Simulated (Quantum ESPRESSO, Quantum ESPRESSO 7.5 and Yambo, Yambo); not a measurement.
**GaP (F-43m): a self-consistent loop beyond G0W0, cycle by cycle**

Wanted: G0W0 and self-consistent gaps of GaP (F-43m), with the cost of the cycles.

Main program and level: Quantum ESPRESSO 7.5 and Yambo 5.3.0; PBE and many-body steps on it, plane waves.

**What was measured.**

- Gap 2.25 ± 0.04 eV: optical gap from Tauc plot (fundamental, indirect); spectroscopic ellipsometry, Tauc-Lorentz fit and Tauc plot; 300 K; film (GaP layer on Si reference sample) on Si (“Assessment of GaPSb/Si tandem material association properties for photoelectrochemical cells”, 2020, arxiv:2002.02774).

This is a report of a sequence of runs, with most program output left out.

### Step 1. Starting point

It takes space group F-43m (No. 216, cubic). The conventional cell has a = 5.450 Å, b = 5.450 Å, c = 5.450 Å, α = 90.00°, β = 90.00°, γ = 90.00°. Ga has 4 P at 2.36 Å nearest. P has 4 Ga at 2.36 Å nearest. Farther neighbours are not listed.

Coordinates:

```cif
data_structure
_symmetry_space_group_name_H-M 'F-43m'
_symmetry_Int_Tables_number 216
_cell_length_a 5.4505
_cell_length_b 5.4505
_cell_length_c 5.4505
_cell_angle_alpha 90.000
_cell_angle_beta 90.000
_cell_angle_gamma 90.000
_cell_volume 161.92
loop_
_atom_site_label
_atom_site_type_symbol
_atom_site_symmetry_multiplicity
_atom_site_Wyckoff_symbol
_atom_site_fract_x
_atom_site_fract_y
_atom_site_fract_z
_atom_site_occupancy
Ga1 Ga 4 a 0.00000 0.00000 0.00000 1
P1 P 4 d 0.25000 0.25000 0.75000 1
```

The cell and positions come from the Crystallography Open Database and are kept as given unless a step says otherwise.

### Step 2. Empty states on the mesh, 4×4×4 mesh, 100 bands

This step: Quantum ESPRESSO 7.5; DFT, PBE, plane waves, norm-conserving pseudopotentials.

The sums over transitions need many empty states on a uniform mesh; this step solves for them.

pw.in reads:

```
&control
  calculation = 'nscf'
  prefix = 'x'
  outdir = 'o'
  pseudo_dir = 'pseudo'
/
&system
  ibrav = 0
  nat = 2
  ntyp = 2
  ecutwfc = 72.0
  nbnd = 100
  force_symmorphic = .true.
/
&electrons
  conv_thr = 1e-9
  electron_maxstep = 80
  diago_full_acc = .true.
  diago_thr_init = 5e-6
/
ATOMIC_SPECIES
  Ga 69.723 Ga.upf
  P 30.974 P.upf
CELL_PARAMETERS angstrom
  0.0000000000 2.7252500000 2.7252500000
  2.7252500000 0.0000000000 2.7252500000
  2.7252500000 2.7252500000 0.0000000000
ATOMIC_POSITIONS crystal
  Ga 0.0000000000 0.0000000000 0.0000000000
  P 0.2500000000 0.2500000000 0.2500000000
K_POINTS automatic
  4 4 4 0 0 0
```

Launch:

```bash
OMP_NUM_THREADS=1 mpirun -n 4 pw.x -nk 4 -in pw.in > pw.out
```

Elapsed: 4.7 s, on 4 MPI ranks of Arm Neoverse V1, shared host; peak memory 0.28 GiB; 19 s of CPU time.

This step gave:

| Item | Value |
| --- | --- |
| gap | 1.653 eV |
| k of the valence top | 0, 0, 0 |
| k of the conduction bottom | 0, -0.5, -0.5 |
| least direct gap | 1.817 eV |
| k points computed | 8 |
| lowest point of the top converged band, above the valence top | 88.9156 eV |

On this mesh the gap is 1.653 eV.

The density comes from a self-consistent run that is not shown.

### Step 3. Conversion and set-up

This step: Yambo 5.3.0; conversion and set-up on PBE, plane waves, norm-conserving pseudopotentials.

The states are converted to the many-body program's format and the q mesh is built.

Launch:

```bash
(cd o/x.save; p2y > p2y.log; mv SAVE ../..); yambo > setup.log
```

Run time: 2.4 s. Hardware: 1 MPI rank; peak memory 0.24 GiB.

### Step 4. G0W0

G0W0 replaces the xc potential by the self-energy, built once from these orbitals. Only a window of levels is corrected, while the sums run over the empty bands that the input names.

This step: G0W0 on PBE, plane waves, norm-conserving pseudopotentials.

gw1.in reads:

```
HF_and_locXC
gw0
dyson
ppa
em1d
rim_cut
RandQpts= 1000000
RandGvec= 1 RL
EXXRLvcs= 72 Ry
VXCRLvcs= 288 Ry
Chimod= "HARTREE"
% BndsRnXp
 1 | 100 |
%
NGsBlkXp= 9.5 Ry
% LongDrXp
 1 | 1 | 1 |
%
% GbndRnge
 1 | 100 |
%
DysSolver= "n"
ExtendOut
PPAPntXp= 27.21138 eV
% QPkrange
 1 | 8 | 6 | 13 |
%
```

Launch:

```bash
OMP_NUM_THREADS=1 mpirun -n 4 yambo -F gw1.in -J gw1 -C gw1 > gw1.log
```

The job ended after 2.6 min (4 MPI ranks; peak memory 1.4 GiB; 11 min of CPU time).

Numbers from this step:

```yaml
g0w0_gap_on_the_mesh: 2.150 eV
starting_gap_on_the_mesh: 1.653 eV
k_of_the_valence_top: 0, 0, 0
k_of_the_conduction_bottom: 0, -0.5, -0.5
least_direct_g0w0_gap_on_the_computed_points: 2.352 eV
z_at_the_valence_top: 0.7859
z_at_the_conduction_bottom: 0.8102
```

The gap on the mesh goes from 1.65 eV to 2.15 eV, a correction of +0.50 eV.

### Step 5. evGW0, cycle 1

This step: evGW0 on PBE, plane waves, norm-conserving pseudopotentials.

gw2.in, as its differences from gw1.in of step 4:

```diff
@@ -27 +27,2 @@
 %
+GfnQPdb= "E < ./gw1/ndb.QP"
```

Launch:

```bash
OMP_NUM_THREADS=1 mpirun -n 4 yambo -F gw2.in -J gw2,gw1_W -C gw2 > gw2.log
```

Wall time 2.2 min (4 MPI ranks); peak memory 1.4 GiB.

Numbers from this step:

- quasiparticle gap on the mesh: 2.211 eV
- gap of the density functional on the mesh: 1.653 eV
- k of the valence top: 0, 0, 0
- k of the conduction bottom: 0, -0.5, -0.5
- least direct quasiparticle gap on the computed points: 2.421 eV
- Z at the valence top: 0.7887
- Z at the conduction bottom: 0.8164

Against G0W0 in Yambo (4×4×4 mesh, 100 bands, screening to 129.3 eV, Godby-Needs plasmon pole), the gap moves by +0.061 eV.

The program's own table gives 2.302 eV, which is too large where the input levels are shifted: this version takes Σc at the unshifted level E₀, yet steps from the shifted one. The value above is the Newton step from E₀, E₀ + Z(Σc + Σx − Vxc), rebuilt from the printed columns.

### Step 6. evGW0, cycle 2

The corrected levels of the last cycle go back in.

gw3.in, as its differences from gw2.in of step 5:

```diff
@@ -27,2 +27,2 @@
 %
-GfnQPdb= "E < ./gw1/ndb.QP"
+GfnQPdb= "E < ./gw2_fix/ndb.QP"
```

Launch:

```bash
OMP_NUM_THREADS=1 mpirun -n 4 yambo -F gw3.in -J gw3,gw1_W -C gw3 > gw3.log
```

Run time: 2.2 min. Hardware: 4 MPI ranks; peak memory 1.4 GiB; 8.9 min of CPU time.

Numbers from this step:

```yaml
quasiparticle_gap_on_the_mesh: 2.218 eV
gap_of_the_density_functional_on_the_mesh: 1.653 eV
k_of_the_valence_top: 0, 0, 0
k_of_the_conduction_bottom: 0, -0.5, -0.5
least_direct_quasiparticle_gap_on_the_computed_points: 2.429 eV
```

Against the cycle before, the gap moves by +0.007 eV.

The program's own table gives 2.320 eV, which is too large where the input levels are shifted: this version takes Σc at the unshifted level E₀, yet steps from the shifted one. The value above is the Newton step from E₀, E₀ + Z(Σc + Σx − Vxc), rebuilt from the printed columns.

### Step 7. evGW, cycle 1

This step: evGW on PBE, plane waves, norm-conserving pseudopotentials.

gw4.in, as its differences from gw3.in of step 6:

```diff
@@ -27,2 +27,3 @@
 %
-GfnQPdb= "E < ./gw2_fix/ndb.QP"
+GfnQPdb= "E < ./gw1/ndb.QP"
+XfnQPdb= "E < ./gw1/ndb.QP"
```

Launch:

```bash
OMP_NUM_THREADS=1 mpirun -n 4 yambo -F gw4.in -J gw4 -C gw4 > gw4.log
```

The job ended after 2.6 min (4 MPI ranks; peak memory 1.4 GiB; 10 min of CPU time).

Numbers from this step:

```
quasiparticle gap on the mesh                         : 2.284 eV
gap of the density functional on the mesh             : 1.653 eV
k of the valence top                                  : 0, 0, 0
k of the conduction bottom                            : 0, -0.5, -0.5
least direct quasiparticle gap on the computed points : 2.489 eV
```

Against G0W0 in Yambo (4×4×4 mesh, 100 bands, screening to 129.3 eV, Godby-Needs plasmon pole), the gap moves by +0.133 eV.

The program's own table gives 2.371 eV, which is too large where the input levels are shifted: this version takes Σc at the unshifted level E₀, yet steps from the shifted one. The value above is the Newton step from E₀, E₀ + Z(Σc + Σx − Vxc), rebuilt from the printed columns.

### Step 8. evGW, cycle 2

gw5.in, as its differences from gw4.in of step 7:

```diff
@@ -27,3 +27,3 @@
 %
-GfnQPdb= "E < ./gw1/ndb.QP"
-XfnQPdb= "E < ./gw1/ndb.QP"
+GfnQPdb= "E < ./gw4_fix/ndb.QP"
+XfnQPdb= "E < ./gw4_fix/ndb.QP"
```

Launch:

```bash
OMP_NUM_THREADS=1 mpirun -n 4 yambo -F gw5.in -J gw5 -C gw5 > gw5.log
```

Wall time 2.6 min (4 MPI ranks); peak memory 1.4 GiB; 10 min of CPU time.

This step gave:

```
quasiparticle gap on the mesh                         : 2.317 eV
gap of the density functional on the mesh             : 1.653 eV
k of the valence top                                  : 0, 0, 0
k of the conduction bottom                            : 0, -0.5, -0.5
least direct quasiparticle gap on the computed points : 2.525 eV
```

Against the cycle before, the gap moves by +0.033 eV.

The program's own table gives 2.425 eV, which is too large where the input levels are shifted: this version takes Σc at the unshifted level E₀, yet steps from the shifted one. The value above is the Newton step from E₀, E₀ + Z(Σc + Σx − Vxc), rebuilt from the printed columns.

### Step 9. evGW, cycle 3

gw6.in, as its differences from gw5.in of step 8:

```diff
@@ -27,3 +27,3 @@
 %
-GfnQPdb= "E < ./gw4_fix/ndb.QP"
-XfnQPdb= "E < ./gw4_fix/ndb.QP"
+GfnQPdb= "E < ./gw5_fix/ndb.QP"
+XfnQPdb= "E < ./gw5_fix/ndb.QP"
```

Launch:

```bash
OMP_NUM_THREADS=1 mpirun -n 4 yambo -F gw6.in -J gw6 -C gw6 > gw6.log
```

Wall time 2.6 min (4 MPI ranks); peak memory 1.4 GiB.

This step gave:

- quasiparticle gap on the mesh: 2.327 eV
- gap of the density functional on the mesh: 1.653 eV
- k of the valence top: 0, 0, 0
- k of the conduction bottom: 0, -0.5, -0.5
- least direct quasiparticle gap on the computed points: 2.537 eV

Against the cycle before, the gap moves by +0.010 eV.

The program's own table gives 2.439 eV, which is too large where the input levels are shifted: this version takes Σc at the unshifted level E₀, yet steps from the shifted one. The value above is the Newton step from E₀, E₀ + Z(Σc + Σx − Vxc), rebuilt from the printed columns.

### Step 10. The runs together

Times are wall times on 4 MPI ranks of Arm Neoverse V1, shared host, good to a factor of about two.

| run | mesh | bands | screening cutoff (eV) | DFT gap (eV) | gap on the mesh (eV) | direct (eV) | time |
| --- | --- | --- | --- | --- | --- | --- | --- |
| G0W0 | 4×4×4 | 100 | 129.3 | 1.653 | 2.150 | 2.352 | 2.6 min |
| evGW0, cycle 1 | 4×4×4 | 100 | 129.3 | 1.653 | 2.211 | 2.421 | 2.2 min |
| evGW0, cycle 2 | 4×4×4 | 100 | 129.3 | 1.653 | 2.218 | 2.429 | 2.2 min |
| evGW, cycle 1 | 4×4×4 | 100 | 129.3 | 1.653 | 2.284 | 2.489 | 2.6 min |
| evGW, cycle 2 | 4×4×4 | 100 | 129.3 | 1.653 | 2.317 | 2.525 | 2.6 min |
| evGW, cycle 3 | 4×4×4 | 100 | 129.3 | 1.653 | 2.327 | 2.537 | 2.6 min |

### Step 11. Outcome

| Item | Value |
| --- | --- |
| G0W0 | 2.150 eV |
| evGW0, cycle 1 | 2.211 eV |
| evGW0, cycle 2 | 2.218 eV |
| evGW, cycle 1 | 2.284 eV |
| evGW, cycle 2 | 2.317 eV |
| evGW, cycle 3 | 2.327 eV |
| known limits | not at the basis limit; exchange with frozen shells missing; no spin-orbit coupling; coarse k mesh |

evGW0 ends at 2.22 eV, +0.07 eV from G0W0, after 2 cycles that took 4.4 min beside the first screening; the last moved the gap by 0.007 eV. evGW ends at 2.33 eV, +0.18 eV from G0W0, after 3 cycles that took 7.9 min beside the first screening; the last moved the gap by 0.010 eV. Against experiment, by evGW, cycle 3: the gap of 2.33 eV lies +0.08 eV from the measured 2.25 ± 0.04 eV (indirect, 300 K, on Si, 2020). These are gaps on the mesh, at modest bands and cutoff. The calculation has static nuclei and no excitons; a measured gap holds zero-point and thermal motion, which mostly lowers it. Bands and cutoff are finite, so the gap is not at the basis limit. The miss can reach some tenths of an eV and take either sign; the mesh is an error of its own. A denser mesh or path gives a starting gap of 1.59 eV: the GW mesh misses a band edge, so its gaps are not the fundamental one. The 4×4×4 mesh is coarse for this cell, which bears on the long-range parts of exchange and screening. The norm-conserving file of at least one element keeps a d shell over frozen s and p shells of the same row. Exchange with those shells is missing from the self-energy, an error of 0.3 to 0.9 eV in cases checked, whose sign depends on which edge lies on those atoms. The many-body steps are scalar-relativistic: spin-orbit coupling is not in them.

[Paths, hosts, dates, memory and timing lines, banners, echoed tables and standing remarks are left out of the program output.]

[Logs are printed without paths, hosts, clocks, repeated set-up lines and the standing remarks that a program may print on its own settings, such as how far it seeks lower states.]

[Runs of the session that timed out or met a known fault of the program may be left out.]

[Hosts, paths, dates, database ids (printed as entryN), source tags and the programs' standing remarks are cut or masked in the printed files.]
